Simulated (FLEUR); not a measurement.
## free Fe(110) film, 1 layer: parallel and opposed starts

Does free Fe(110) film, 1 layer prefer parallel or opposed moments?

Method: PBE; all-electron FLAPW film, Dirac cores, scalar-relativistic bands, in FLEUR MaX-R8.1.

## 1. Set-up

The cell holds 1 atom: 1 Fe. Cell: a = 2.482 Å, b = 2.482 Å, c = 14.000 Å, α = 90.0°, β = 90.0°, γ = 109.5°. Layers at typed spacings, unrelaxed. Vacuum lies along c.

As a file:

```xyz
1
Lattice="1.4330 -2.0266 0.0000 1.4330 2.0266 0.0000 0.0000 0.0000 14.0000" Properties=species:S:1:pos:R:3
Fe    0.0000    0.0000    7.0000
```

It is built of layers of Fe (space group 229).

## 2. Run 1 (ferro +)

The parallel start is the test of whether parallel moments hold.

inpgen writes inp.xml from crystal.txt; cutoffs, mixing, functional, smearing and local orbitals are then set in the file. The k list default-1 (kpts.xml, not shown) is a Γ-centred 16×16×1 mesh; where the ranks do not divide the number of points, some are split in two of half the weight.

inp.xml

```
<?xml version="1.0" encoding="UTF-8" standalone="no"?>
<fleurInput fleurInputVersion="0.39">
   <comment>
      Fe
   </comment>
   <calculationSetup>
      <cutoffs Kmax="3.68" Gmax="11.0" GmaxXC="11.0" numbands="0"/>
      <scfLoop itmax="120" minDistance="0.00002" maxIterBroyd="15" imix="Anderson" alpha="0.03" precondParam="0.0" spinf="2.0" sdNocoIR="T"/>
      <coreElectrons ctail="T" frcor="F" kcrel="1" coretail_lmax="0"/>
      <xcFunctional name="pbe" relativisticCorrections="F"/>
      <magnetism jspins="2"/>
      <soc l_soc="F" theta="0.0" phi="0.0" spav="F"/>
      <expertModes spex="0" secvar="F"/>
      <geometryOptimization l_f="F" forcealpha="1.0" forcemix="BFGS" epsdisp="0.00001" epsforce="0.00001"/>
      <ldaU l_linMix="F" mixParam="0.05" spinf="1.0"/>
   </calculationSetup>
   <cell>
      <bzIntegration valenceElectrons="16.0" mode="hist" fermiSmearingEnergy="0.00183747">
         <kPointListSelection listName="default-1"/>
         <xi:include xmlns:xi="http://www.w3.org/2001/XInclude" href="kpts.xml"> </xi:include>
      </bzIntegration>
      <xi:include xmlns:xi="http://www.w3.org/2001/XInclude" href="sym.xml"> </xi:include>
      <filmLattice scale="1.0" dVac="5.26" dTilda="7.76">
         <bravaisMatrixFilm>
            <row-1>    2.7079775365518000    -3.8296584928783730</row-1>
            <row-2>    2.7079775365518000     3.8296584928783730</row-2>
         </bravaisMatrixFilm>
         <vacuumEnergyParameters vacuum="1" spinUp="-.25" spinDown="-.25"/>
      </filmLattice>
   </cell>
   <atomSpecies>
      <species name="Iron (Fe) 2.800" element="Fe" atomicNumber="26">
         <mtSphere radius="2.23" gridPoints="737" logIncrement="0.016"/>
         <atomicCutoffs lmax="8" lnonsphr="6"/>
         <electronConfig flipSpins="F">
            <coreConfig>(1s1/2) (2s1/2) (2p1/2) (2p3/2)</coreConfig>
            <valenceConfig>(3s1/2) (3p1/2) (3p3/2) (4s1/2) (3d3/2) (3d5/2)</valenceConfig>
            <stateOccupation state="(3d3/2)" spinUp="1.4" spinDown="1.0"/>
            <stateOccupation state="(3d5/2)" spinUp="3.0" spinDown="0.6"/>
         </electronConfig>
         <energyParameters s="4" p="4" d="3" f="4"/>
         <lo type="SCLO" l="0" n="3" eDeriv="0"/>
         <lo type="SCLO" l="1" n="3" eDeriv="0"/>
      </species>
   </atomSpecies>
   <atomGroups>
      <atomGroup species="Iron (Fe) 2.800">
         <filmPos label="                   1">.0000000000 .0000000000 .0000000000</filmPos>
         <force calculate="T" relaxXYZ="TTT"/>
      </atomGroup>
   </atomGroups>
   <output dos="F" band="F" slice="F">
      <bandDOS minEnergy="-.5*Htr" maxEnergy="0.5*Htr" sigma="0.015" storeEVData="T"/>
      <plotting iplot="0" polar="F">
         <plot TwoD="T" vec1="  1.0  0.0  0.0" vec2="  0.0  1.0  0.0" vec3="  0.0  0.0  1.0" zero="  0.0  0.0 -0.5" file="plot"/>
      </plotting>
      <moessbauerParams electricFieldGradient="F" isomerShift="T" coreHyperfine="T" valenceHyperfine="T"/>
   </output>
</fleurInput>
```

crystal.txt

```
Fe
&input film=T cartesian=F /
1.43300000000  -2.02656800000  0.00000000000
1.43300000000  2.02656800000  0.00000000000
0.00000000000  0.00000000000  1.00000000000
1.8897261246
1.0 1.0 1.0

1
26 0.00000000000  0.00000000000  0.00000000000 : 2.800

&kpt div1=16 div2=16 div3=1 gamma=T /
```

Started as:

```console
$ OMP_NUM_THREADS=1 inpgen -f crystal.txt > inpgen.log  # inp.xml is then edited as shown
$ OMP_NUM_THREADS=1 mpirun -n 4 fleur_MPI > fleur.log
```

The program printed:

```text
Welcome to FLEUR        (www.flapw.de)
      MaX-Release 8.1          (www.max-centre.eu)

 ========== k-point set info ==========
 Selected k-point list: default-1
 k-point list type: mesh
 0 x 0 x 0
 Number of k points: 76

 ------------Calculation Setup---------------------------
 Number of MPI-tasks      :            4
 Number of PE/node        :            4
 Number of OMP-threads    :            1
 k-points in parallel     :            4
 pe's per k-point         :            1
 No of k-point loops      :           19
 Eigenvalue solver        :       lapack
 Number of basis functions:          153
 Approximate size of matrices (H+S) per k-point:         0.000 GB
 --------------------------------------------------------
 [... lines of the core solver left out ...]
 Iteration:     1   Distance:      13.87496530 me/bohr^3
 Iteration:     2   Distance:      12.81423202 me/bohr^3
 Iteration:     3   Distance:       8.83262522 me/bohr^3
 Iteration:     4   Distance:       8.03245031 me/bohr^3
 Iteration:     5   Distance:       2.51174100 me/bohr^3
 Iteration:     6   Distance:       2.46321753 me/bohr^3
 Iteration:     7   Distance:       1.70178195 me/bohr^3
 Iteration:     8   Distance:       1.04310097 me/bohr^3
 Iteration:     9   Distance:       0.51141026 me/bohr^3
 Iteration:    10   Distance:       0.14405745 me/bohr^3
 Iteration:    11   Distance:       0.14464952 me/bohr^3
 Iteration:    12   Distance:       0.05739162 me/bohr^3
 Iteration:    13   Distance:       0.05525536 me/bohr^3
 Iteration:    14   Distance:       0.01492640 me/bohr^3
 Iteration:    15   Distance:       0.01588277 me/bohr^3
 Iteration:    16   Distance:       0.01455789 me/bohr^3
 Iteration:    17   Distance:       0.00858853 me/bohr^3
 Iteration:    18   Distance:       0.00253172 me/bohr^3
 Iteration:    19   Distance:       0.00148189 me/bohr^3
 Iteration:    20   Distance:       0.00050074 me/bohr^3
 Iteration:    21   Distance:       0.00023371 me/bohr^3
 Iteration:    22   Distance:       0.00007061 me/bohr^3
 Iteration:    23   Distance:       0.00004327 me/bohr^3
 Iteration:    24   Distance:       0.00001012 me/bohr^3

 ********************************************************************
 Run finished successfully
 Stop message:
   all done
 ********************************************************************

--- out.xml (last complete iteration) ---
<iteration numberForCurrentRun="   24" overallNumber="   24">
         <energyParameters units="Htr">
            <atomicEP atomType="1" spin="1" branch="4s" branchLowest="-3.40" branchHighest="1.53" value="-0.2987000763"/>
            <atomicEP atomType="1" spin="1" branch="4p" branchLowest="-2.14" branchHighest="2.12" value="-0.1643311334"/>
            <atomicEP atomType="1" spin="1" branch="3d" branchLowest="-9.99" branchHighest="-0.11" value="-0.2512767243"/>
            <atomicEP atomType="1" spin="1" branch="4f" branchLowest="-9.99" branchHighest="3.14" value="0.1496445945"/>
            <loAtomicEP atomType="1" spin="1" branch="3s" branchLowest="-30.04" branchHighest="-3.40" value="-3.4110062750"/>
            <loAtomicEP atomType="1" spin="1" branch="3p" branchLowest="-25.57" branchHighest="-2.14" value="-2.1639624803"/>
            <vacuumEP vacuum="1" spin="1" vzIR="-0.2768456587" vzInf="0.0000000000" value="-0.2500000000"/>
            <atomicEP atomType="1" spin="2" branch="4s" branchLowest="-3.28" branchHighest="1.61" value="-0.2679109129"/>
            <atomicEP atomType="1" spin="2" branch="4p" branchLowest="-2.02" branchHighest="2.21" value="-0.1377018063"/>
            <atomicEP atomType="1" spin="2" branch="3d" branchLowest="-9.99" branchHighest="0.01" value="-0.1574958343"/>
            <atomicEP atomType="1" spin="2" branch="4f" branchLowest="-9.99" branchHighest="3.23" value="0.1731023022"/>
            <loAtomicEP atomType="1" spin="2" branch="3s" branchLowest="-29.99" branchHighest="-3.28" value="-3.2916190725"/>
            <loAtomicEP atomType="1" spin="2" branch="3p" branchLowest="-25.53" branchHighest="-2.02" value="-2.0472151347"/>
            <vacuumEP vacuum="1" spin="2" vzIR="-0.2707524414" vzInf="0.0000000000" value="-0.2500000000"/>
         </energyParameters>
         <bandgap value="0.0091192200" units="eV"/>
         <sumValenceSingleParticleEnergies value="-21.2147737519" units="Htr"/>
         <FermiEnergy value="-0.1629565505" units="Htr"/>
         <valenceDensity>
            <mtCharges spin="1">
               <mtCharge atomType="1" total="8.6798139" s="1.1829221" p="3.0771421" d="4.4128637" f="0.0052077"/>
            </mtCharges>
            <mtCharges spin="2">
               <mtCharge atomType="1" total="5.8082590" s="1.1656981" p="3.0807823" d="1.5573467" f="0.0033594"/>
            </mtCharges>
            <spinDependentCharge spin="1" total="9.4562040" interstitial="0.6598450" mtSpheres="8.6798139" vacuum1="0.0582725"/>
            <spinDependentCharge spin="2" total="6.5437963" interstitial="0.6254646" mtSpheres="5.8082590" vacuum1="0.0550363"/>
            <totalCharge value="16.0000002231"/>
         </valenceDensity>
         <allElectronCharges>
            <spinDependentCharge spin="1" total="14.4562096" interstitial="0.6598450" mtSpheres="13.6798195" vacuum1="0.0582725"/>
            <spinDependentCharge spin="2" total="11.5437906" interstitial="0.6254646" mtSpheres="10.8082534" vacuum1="0.0550363"/>
            <totalCharge value="26.0000002234"/>
         </allElectronCharges>
         <magneticMomentsInMTSpheres units="muBohr">
            <globalMagMoment atomType="1" vec="0.00000   0.00000   2.87157"/>
            <localMagMoment atomType="1" vec="0.00000   0.00000   2.87157"/>
         </magneticMomentsInMTSpheres>
         <moessbauerParams unitsHFF="kG" unitsIS="e/bohr^3" unitsEFG="Htr/bohr^2">
            <coreHyperfineField atomType="1" hffTotal="-678.60386" isTotal="14961.89588">
               <shell n="1" l="0" hff="-5.94337" isomerShift="13671.87203"/>
               <shell n="2" l="0" hff="-674.55072" isomerShift="1283.00260"/>
               <shell n="2" l="1" hff="1.89024" isomerShift="7.02125"/>
            </coreHyperfineField>
            <isomerShift atomType="1" nucleusRadius="0.0000903" averageDensity="15153.92122"/>
         </moessbauerParams>
         <totalEnergy value="    -1272.7397108326" units="Htr">
            <sumOfEigenvalues value="     -748.6995675853">
               <coreElectrons value="-727.4847938334"/>
               <valenceElectrons value="-21.2147737519"/>
            </sumOfEigenvalues>
            <densityCoulombPotentialIntegral value="-1966.2667175908"/>
            <densityEffectivePotentialIntegral value="-2038.8045863531"/>
            <chargeDenXCDenIntegral value="-55.8885666020"/>
            <FockExchangeEnergyValence value="0.0000000000"/>
            <FockExchangeEnergyCore value="0.0000000000"/>
            <atomTypeDependentContributions atomType="1">
               <electronNucleiInteractionDifferentMTs value="1517.6947032824"/>
               <MadelungTerm value="-6.1281009206"/>
            </atomTypeDependentContributions>
            <tkbTimesEntropy value="0.0004176499"/>
            <freeEnergy value="-1272.7401284825"/>
            <extrapolationTo0K value="-1272.7399196576"/>
         </totalEnergy>
         <densityConvergence units="me/bohr^3">
            <chargeDensity spin="1" distance="0.0000057273"/>
            <chargeDensity spin="2" distance="0.0000068394"/>
            <overallChargeDensity distance="0.0000075312"/>
            <spinDensity distance="0.0000101212"/>
         </densityConvergence>
      </iteration>
```

The job ended after 31 s (4 MPI ranks of Arm Neoverse N1, shared host; peak memory 0.22 GiB; 2 min of CPU time).

This step gave:

```yaml
free_energy: -34633.0232 eV
program_s_band_gap_on_this_mesh_in_a_metal_only_a_level_spacing: 0.009119 eV
magnetization: 2.912 μB
final_state: ferromagnetic
largest_moment: 2.872 μB
```

After 24 cycles the largest moment stands at 2.87 μB.

## 3. Order 2, typed as antiferro q=(1/2,1/2,0) +-

Reversing part of the moments tests the sign of the couplings between them.

This order needs a doubled cell of 2 atoms. The mesh is halved along the doubled vector, so that both cells sample the same points. The k list default-1 (kpts.xml, not shown) is a Γ-centred 8×16×1 mesh.

Changes to inp.xml since step 2:

```diff
@@ -17,3 +17,3 @@
    <cell>
-      <bzIntegration valenceElectrons="16.0" mode="hist" fermiSmearingEnergy="0.00183747">
+      <bzIntegration valenceElectrons="32.0" mode="hist" fermiSmearingEnergy="0.00183747">
          <kPointListSelection listName="default-1"/>
@@ -24,4 +24,4 @@
          <bravaisMatrixFilm>
-            <row-1>    2.7079775365518000    -3.8296584928783730</row-1>
-            <row-2>    2.7079775365518000     3.8296584928783730</row-2>
+            <row-1>    5.4159550731035999    -7.6593169857567460</row-1>
+            <row-2>    5.4159550731035999     0.0000000000000000</row-2>
          </bravaisMatrixFilm>
@@ -44,2 +44,15 @@
       </species>
+      <species name="Iron (Fe) -2.800" element="Fe" atomicNumber="26">
+         <mtSphere radius="2.23" gridPoints="737" logIncrement="0.016"/>
+         <atomicCutoffs lmax="8" lnonsphr="6"/>
+         <electronConfig flipSpins="F">
+            <coreConfig>(1s1/2) (2s1/2) (2p1/2) (2p3/2)</coreConfig>
+            <valenceConfig>(3s1/2) (3p1/2) (3p3/2) (4s1/2) (3d3/2) (3d5/2)</valenceConfig>
+            <stateOccupation state="(3d3/2)" spinUp="1.0" spinDown="1.4"/>
+            <stateOccupation state="(3d5/2)" spinUp="0.6" spinDown="3.0"/>
+         </electronConfig>
+         <energyParameters s="4" p="4" d="3" f="4"/>
+         <lo type="SCLO" l="0" n="3" eDeriv="0"/>
+         <lo type="SCLO" l="1" n="3" eDeriv="0"/>
+      </species>
    </atomSpecies>
@@ -48,2 +61,6 @@
          <filmPos label="                   1">.0000000000 .0000000000 .0000000000</filmPos>
+         <force calculate="T" relaxXYZ="TTT"/>
+      </atomGroup>
+      <atomGroup species="Iron (Fe) -2.800">
+         <filmPos label="                   2">1.000/2.000 .0000000000 .0000000000</filmPos>
          <force calculate="T" relaxXYZ="TTT"/>
```

crystal.txt

```
Fe
&input film=T cartesian=F /
2.86600000000  -4.05313600000  0.00000000000
2.86600000000  0.00000000000  0.00000000000
0.00000000000  0.00000000000  1.00000000000
1.8897261246
1.0 1.0 1.0

2
26 0.00000000000  0.00000000000  0.00000000000 : 2.800
26 0.50000000000  0.00000000000  0.00000000000 : -2.800

&kpt div1=8 div2=16 div3=1 gamma=T /
```

The program printed:

```text
[banner, memory and clock lines left out]
Welcome to FLEUR        (www.flapw.de)
      MaX-Release 8.1          (www.max-centre.eu)

 ========== k-point set info ==========
 Selected k-point list: default-1
 k-point list type: mesh
 0 x 0 x 0
 Number of k points: 68

 ------------Calculation Setup---------------------------
 Number of PE/node        :            4
 Number of OMP-threads    :            1
 k-points in parallel     :            4
 pe's per k-point         :            1
 No of k-point loops      :           17
 Eigenvalue solver        :       lapack
 Number of basis functions:          302
 Approximate size of matrices (H+S) per k-point:         0.001 GB
 [... lines of the core solver left out ...]
 Iteration:     1   Distance:      13.75097933 me/bohr^3
 Iteration:     2   Distance:      13.04352032 me/bohr^3
 Iteration:     3   Distance:       9.13583373 me/bohr^3
 Iteration:     4   Distance:       8.04746212 me/bohr^3
 Iteration:     5   Distance:       6.05478773 me/bohr^3
 Iteration:     6   Distance:       5.18686833 me/bohr^3
 Iteration:     7   Distance:       1.58977805 me/bohr^3
 Iteration:     8   Distance:       1.91667970 me/bohr^3
 Iteration:     9   Distance:       0.76674111 me/bohr^3
 Iteration:    10   Distance:       0.60831529 me/bohr^3
[... 23 iterations left out ...]
 Iteration:    34   Distance:       0.00137080 me/bohr^3
 Iteration:    35   Distance:       0.00090628 me/bohr^3
 Iteration:    36   Distance:       0.00046864 me/bohr^3
 Iteration:    37   Distance:       0.00017618 me/bohr^3
 Iteration:    38   Distance:       0.00025467 me/bohr^3
 Iteration:    39   Distance:       0.00009987 me/bohr^3
 Iteration:    40   Distance:       0.00004016 me/bohr^3
 Iteration:    41   Distance:       0.00002255 me/bohr^3
 Iteration:    42   Distance:       0.00002536 me/bohr^3
 Iteration:    43   Distance:       0.00001867 me/bohr^3

 ********************************************************************
 Run finished successfully
 Stop message:
   all done
 ********************************************************************

--- out.xml (last complete iteration) ---
<iteration numberForCurrentRun="   43" overallNumber="   43">
         [... left out ...]
         <bandgap value="0.0000104748" units="eV"/>
         <sumValenceSingleParticleEnergies value="-43.0306659794" units="Htr"/>
         <FermiEnergy value="-0.1652219466" units="Htr"/>
         <valenceDensity>
            <mtCharges spin="1">
               <mtCharge atomType="1" total="8.5777009" s="1.2032542" p="3.1059989" d="4.2638753" f="0.0036133"/>
               <mtCharge atomType="2" total="5.8841375" s="1.1541968" p="3.0767169" d="1.6462315" f="0.0053107"/>
            </mtCharges>
            <mtCharges spin="2">
               <mtCharge atomType="1" total="5.8841349" s="1.1541965" p="3.0767168" d="1.6462293" f="0.0053107"/>
               <mtCharge atomType="2" total="8.5776987" s="1.2032541" p="3.1059987" d="4.2638735" f="0.0036133"/>
            </mtCharges>
            <spinDependentCharge spin="1" total="16.0000035" interstitial="1.3022573" mtSpheres="14.4618383" vacuum1="0.1179539"/>
            <spinDependentCharge spin="2" total="15.9999969" interstitial="1.3022561" mtSpheres="14.4618336" vacuum1="0.1179536"/>
            <totalCharge value="32.0000004445"/>
         </valenceDensity>
         [... left out ...]
         <magneticMomentsInMTSpheres units="muBohr">
            <globalMagMoment atomType="1" vec="0.00000   0.00000   2.69358"/>
            <localMagMoment atomType="1" vec="0.00000   0.00000   2.69358"/>
            <globalMagMoment atomType="2" vec="0.00000   0.00000  -2.69357"/>
            <localMagMoment atomType="2" vec="0.00000   0.00000  -2.69357"/>
         </magneticMomentsInMTSpheres>
         [... left out ...]
         <totalEnergy value="    -2545.4570357915" units="Htr">
            <sumOfEigenvalues value="    -1498.4876866771">
               <coreElectrons value="-1455.4570206978"/>
               <valenceElectrons value="-43.0306659794"/>
            </sumOfEigenvalues>
            <densityCoulombPotentialIntegral value="-3933.6656918489"/>
            <densityEffectivePotentialIntegral value="-4078.6672630377"/>
            <chargeDenXCDenIntegral value="-111.7220284124"/>
            <FockExchangeEnergyValence value="0.0000000000"/>
            <FockExchangeEnergyCore value="0.0000000000"/>
         [... left out ...]
            <tkbTimesEntropy value="0.0014133269"/>
            <freeEnergy value="-2545.4584491184"/>
            <extrapolationTo0K value="-2545.4577424550"/>
         </totalEnergy>
         <densityConvergence units="me/bohr^3">
            <chargeDensity spin="1" distance="0.0000148795"/>
            <chargeDensity spin="2" distance="0.0000084961"/>
            <overallChargeDensity distance="0.0000154409"/>
            <spinDensity distance="0.0000186747"/>
         </densityConvergence>
      </iteration>
```

Run time: 2.3 min. Hardware: 4 MPI ranks; peak memory 0.42 GiB; 9.1 min of CPU time.

Numbers from this step:

```yaml
free_energy: -69265.4530 eV
program_s_band_gap_on_this_mesh_in_a_metal_only_a_level_spacing: 1.05e-5 eV
magnetization: 0 μB
final_state: antiferromagnetic
largest_moment: 2.694 μB
```

It lies 297 meV a seeded atom over the first start, and its largest moment is 2.69 μB against 2.87 μB.

[end of part 1 of 2]

[Logs and program files are shortened in this print: banners, set-up blocks, solver, clock and traceback lines can be left out without a mark of their own.]

[Logs are printed without paths, hosts, clocks, repeated set-up lines and the standing remarks that a program may print on its own settings, such as how far it seeks lower states.]

[Hosts, paths, dates, database ids (printed as entryN), source tags and the programs' standing remarks are cut or masked in the printed files.]

[Where a cell is said to come from a database of computed structures, the database is the Materials Project.]
